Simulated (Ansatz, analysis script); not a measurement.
## Constrained moments in MnS (Browneite)

Wanted: the stiffness of the order of MnS (Browneite) against turning one moment and its images, from self-consistent constrained states.

Main program and level: Ansatz 0.2.0; PBEsol with U = 4 eV on Mn d (ortho-atomic projectors), PAW set soft_1 (files made for PBE).

Report form: the programs' logs are mostly left out.

### Step 1. Set-up

The structure is cubic, space group F-43m (No. 216). The conventional cell has a = 5.600 Å, b = 5.600 Å, c = 5.600 Å, α = 90.00°, β = 90.00°, γ = 90.00°. Nearest to Mn lie 4 S at 2.42 Å. Nearest to S lie 4 Mn at 2.42 Å. Farther neighbours and most contacts between anions are not listed.

As a file:

```cif
data_structure
_symmetry_space_group_name_H-M 'P 1'
_symmetry_Int_Tables_number 1
_cell_length_a 3.9598
_cell_length_b 7.9196
_cell_length_c 6.8586
_cell_angle_alpha 30.000
_cell_angle_beta 54.736
_cell_angle_gamma 60.000
_cell_volume 87.81
loop_
_atom_site_label
_atom_site_type_symbol
_atom_site_fract_x
_atom_site_fract_y
_atom_site_fract_z
_atom_site_occupancy
Mn1 Mn 0.00000 0.00000 0.00000 1
Mn2 Mn 0.00000 0.50000 0.00000 1
S3 S 0.25000 0.00000 0.25000 1
S4 S 0.25000 0.50000 0.25000 1
```

The cell of this run holds 4 atoms, 2 of them with a starting moment; values «a cell» refer to the cell of the run in question.

### Step 2. Collinear start 1: antiferro q=(0,1/2,1/2) +-

The order that a run ends on hangs on its start, so several orders are typed and the lowest is carried on. The program's own search can turn an unstable start over.

input.yaml

```yaml
crystal:
  lattice:
    - [0.0, 2.8, 2.8]
    - [5.6, 0.0, 5.6]
    - [5.6, 2.8, 2.8]
  atoms:
    - { symbol: Mn, position: [0.0, 0.0, 0.0], spin: 4.5 }
    - { symbol: Mn, position: [0.0, 0.5, 0.0], spin: -4.5 }
    - { symbol: S, position: [0.25, 0.0, 0.25] }
    - { symbol: S, position: [0.25, 0.5, 0.25] }
magnetization:
  spin_polarized: true
kpoints:
  mp_grid: { grid: [6, 6, 6] }
hamiltonian:
  xc: pbesol
  hubbard:
    projectors: ortho-atomic
    sites: [{ species: Mn, l: d, u_eff: 4.0 }]
  pseudopotentials: { kind: paw, azcp: { folder: soft_1 }, xc_functional: pbe }
scf:
  occupations: { method: fermi_dirac, width: 0.05 }
  max_iter: 120
  convergence: { dr2_threshold: 1.0e-08 }
output:
  write_density: true
  write_potential: true
  elf: true
  volumetric_format: npy
```

Launch:

```
> ansatz run input.yaml --threads 4 --pin off --max-ram 8192MiB --backend cpu --events-out ev --progress --plain --runs-dir out
```

Wall time 5.6 s (4 threads of Arm Neoverse V1, shared host); peak memory 0.47 GiB; 19 s of CPU time.

It ends antiferromagnetic, with 4.27 μB on the largest site.

### Step 3. Collinear start 2: antiferro q=(0,0,1/2) +-

A self-consistent run from these starting moments shows which magnetic state they lead to.

This run holds the same structure in another cell (b 7.920 → 3.960 Å, c 6.859 → 7.920 Å, α 30.0 → 60.0°, β 54.7 → 60.0°).

input.yaml, the sections that differ from step 2:

```yaml
crystal:
  lattice:
    - [0.0, 2.8, 2.8]
    - [2.8, 0.0, 2.8]
    - [5.6, 5.6, 0.0]
  atoms:
    - { symbol: Mn, position: [0.0, 0.0, 0.0], spin: 4.5 }
    - { symbol: Mn, position: [0.0, 0.0, 0.5], spin: -4.5 }
    - { symbol: S, position: [0.25, 0.25, 0.125] }
    - { symbol: S, position: [0.25, 0.25, 0.625] }
kpoints:
  mp_grid: { grid: [6, 6, 3] }
# magnetization, hamiltonian, scf: as in step 2
# output: removed
```

It took 2 s on 4 threads; peak memory 0.36 GiB; 6.8 s of CPU time.

It ends antiferromagnetic, with 4.29 μB on the largest site.

### Step 4. The collinear states

```tsv
typed order	atoms	final state	energy (meV/atom)	largest moment (μB)
antiferro q=(0,1/2,1/2) +-	4	antiferromagnetic	0.00	4.27
antiferro q=(0,0,1/2) +-	4	antiferromagnetic	11.78	4.29
```

The session goes on from the lowest state with moments found, typed antiferro q=(0,1/2,1/2) +-.

Spin moment in the atom's sphere by atom:

```tsv
atom	spin moment in the atom's sphere (μB)
Mn1	4.27
Mn2	-4.27
S3	0.00
S4	0.00
```

Tables count atoms from 1; parts of the log count from 0.

### Step 5. Constrained states

A canted state is in general not stationary, so a lock holds the direction of each moment by a field that the run finds for itself, with a floor under its size so that it cannot collapse. One batch solves all states on one mesh, so that their energies can be subtracted.

The input counts atoms from 0. Atom 1 (Mn) is the turned one, and with it all its lattice images.

The runs on spinors take the mesh 5×5×5.

input.yaml, the sections that differ from step 3:

```yaml
crystal:
  lattice:
    - [0.0, 2.8, 2.8]
    - [5.6, 0.0, 5.6]
    - [5.6, 2.8, 2.8]
  atoms:
    - { symbol: Mn, position: [0.0, 0.0, 0.0], spin: 4.27, spin_axis: [0.0, 0.0, 1.0] }
    - { symbol: Mn, position: [0.0, 0.5, 0.0], spin: 4.27, spin_axis: [0.0, 0.0, -1.0] }
    - { symbol: S, position: [0.25, 0.0, 0.25] }
    - { symbol: S, position: [0.25, 0.5, 0.25] }
kpoints:
  mp_grid: { grid: [5, 5, 5] }
basis:
  ecutwfc: 420.0
magnetization:
  noncollinear: true
magnetic_configurations:
  lock: { kind: ray, floor_fraction: 0.25 }
  seed: rotate
  angular_fan:
    site: 1
    rotation_axis: [0, 1, 0]
    angles_deg: [0, 30, 60, 90, 135, 180]
checkpoint:
  read: start
# hamiltonian, scf: as in step 3
```

Elapsed: 4.5 min, on 4 threads; peak memory 1.2 GiB; 18 min of CPU time.

The batch gives an energy and a set of moments for each member that converges.

### Step 6. Analysis

All numbers here come from the batch. Energies are free energies plus the run's first-order correction to the targets, less the reference.

```tsv
angle (°)	energy (meV a cell)	turned moment (μB)
0	0.00	4.269
30	12.31	4.274
60	46.65	4.286
90	95.45	4.303
135	168.98	4.330
180	201.41	4.343
```

A fit E(θ) = A (1 − cos θ) + B sin²θ to the 5 turned states whose moment kept its size within 15 % gives A = 101 meV and B = -5.12 meV, with an r.m.s. miss of 0.16 meV. A > 0 favours the reference's alignment.

### Step 7. Results

```yaml
energy_at_180: 201 meV a cell
turned_moment: 4.27 μB at 0°, 4.34 μB at 180°
bilinear_term_a: 101 meV
biquadratic_term_b: -5.12 meV
```

**Reading.** Every turn costs energy, 201 meV a cell at 180°, so the antiferromagnetic reference is stable against this one rotation; no orders other than those typed and the 180° state were run. The turned moment keeps its size within 1.7 %. The biquadratic term is 5.1 % of the bilinear one, so a Heisenberg term alone is not enough; B < 0 softens the collinear states, though not enough for a canted minimum. With two magnetic atoms a cell and E = −Σ J e·e over ordered pairs, the couplings of one atom to all images of the other sum to -50.3 meV. Spin–orbit coupling is switched off, and couplings of the turned atom to its own lattice images don't enter, since these turn with it.

[Logs and program files are shortened in this print: banners, set-up blocks, solver, clock and traceback lines can be left out without a mark of their own.]

[Logs are printed without paths, hosts, clocks, repeated set-up lines and the standing remarks that a program may print on its own settings, such as how far it seeks lower states.]

[Hosts, paths, dates, database ids (printed as entryN), source tags and the programs' standing remarks are cut or masked in the printed files.]
